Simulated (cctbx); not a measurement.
# Diagnosing a refinement

Cell a = 5.4770 Å, b = 9.7210 Å, c = 11.1350 Å, α = 90.00°, β = 90.00°, γ = 90.00°; space group Fmmm (no. 69).

Simulated single-crystal data (cctbx): Ga Kα, λ = 1.3414 Å, to d = 0.83 Å, 50 % of the full sphere, strongest reflection 5000 counts, noise from counting, a 2 % proportional error and a noise floor of 15 counts (s.d.); no absorption.

An anisotropic refinement with weights 1/σ² prints:

```text
Rint 0.044, 162 unique reflections to 0.84 A
cycle     R1     wR2    GooF  max shift (A)
   1  0.0483  0.0959   2.415   0.00021
   2  0.0479  0.0952   2.396   0.00000
final R1 0.0479 wR2 0.0952 GooF 2.396  parameters 14  data/parameter 11.6
atom        x        y        z      Ueq    occ   su(xyz)  su(Uiso or U11)
Pb1    0.00000  0.00000  0.85556   0.0183  1.000  0.00017  0.0009
Cr1    0.25000  0.75000  0.00000   0.0246  1.000  0.00000  0.0050
Cr2    0.75000  0.75000  0.75000   0.0282  1.000  0.00000  0.0051
Cr3    0.50000  0.00000  0.00000   0.0204  1.000  0.00000  0.0055
difference map: max 8.34 min -1.60 rms 0.70
Q1    0.0000  0.1646  0.3707   16    8.35  2.09 A from Cr2
Q2    0.0000  0.0000  0.0000    4    2.33  1.61 A from Pb1
Q3    0.0000  0.0000  0.5000    4    2.14  0.00 A from Cr3
Q4    0.0000  0.0572  0.2334   16    1.43  1.14 A from Pb1
Q5    0.2500  0.2500  0.0000    8    1.27  0.00 A from Cr1
Q6    0.0857  0.1965  0.5000   16    1.21  1.04 A from Cr1
```

Q: Accept it or mend it, and why?

Mend it. The fault: an atom left out, C at (1/2, 0.8362, 0.8699). Against the right model at the same level, R1 goes from 0.0197 to 0.0479 and GooF from 0.88 to 2.40 and the top difference peak, 8.3 e/Å³, lies 2.09 Å from Cr2. Q1 is the missing atom. With scattering power missing, scale and phases suffer, so peaks may also grow on the heavy atoms.

The compound is Cr5Pb2C4. The right model at the same level gives:

```text
Rint 0.044, 162 unique reflections to 0.84 A
cycle     R1     wR2    GooF  max shift (A)
   1  0.0206  0.0351   0.902   0.00140
   2  0.0197  0.0341   0.876   0.00007
final R1 0.0197 wR2 0.0341 GooF 0.876  parameters 20  data/parameter 8.1
atom        x        y        z      Ueq    occ   su(xyz)  su(Uiso or U11)
Pb1    0.00000  0.00000  0.85558   0.0188  1.000  0.00006  0.0003
Cr1    0.25000  0.75000  0.00000   0.0247  1.000  0.00000  0.0018
Cr2    0.75000  0.75000  0.75000   0.0284  1.000  0.00000  0.0019
Cr3    0.50000  0.00000  0.00000   0.0214  1.000  0.00000  0.0021
C1     0.50000  0.83518  0.87050   0.0338  1.000  0.00139  0.0064
difference map: max 1.91 min -1.51 rms 0.39
Q1    0.0000  0.0000  0.5000    4    1.91  0.00 A from Cr3
Q2    0.0000  0.0000  0.0000    4    1.90  1.61 A from Pb1
Q3    0.0000  0.0587  0.2359   16    1.18  1.17 A from Pb1
Q4    0.0000  0.1627  0.1822   16    1.07  1.64 A from Pb1
Q5    0.1500  0.1460  0.2377   32    1.01  1.16 A from Cr2
Q6    0.0890  0.1993  0.5000   16    0.99  1.01 A from Cr1
```

Isotropic U is held between 0.0001 and 1 Å² by the program, and listed peak heights are interpolated, so they can pass the grid's maximum.

The model is made up (kin elements in a known structure type, no relaxation), so it says nothing on whether the phase exists.

[Middle refinement cycles are left out of these outputs.]

[Logs are printed without paths, hosts, clocks, repeated set-up lines and the standing remarks that a program may print on its own settings, such as how far it seeks lower states.]
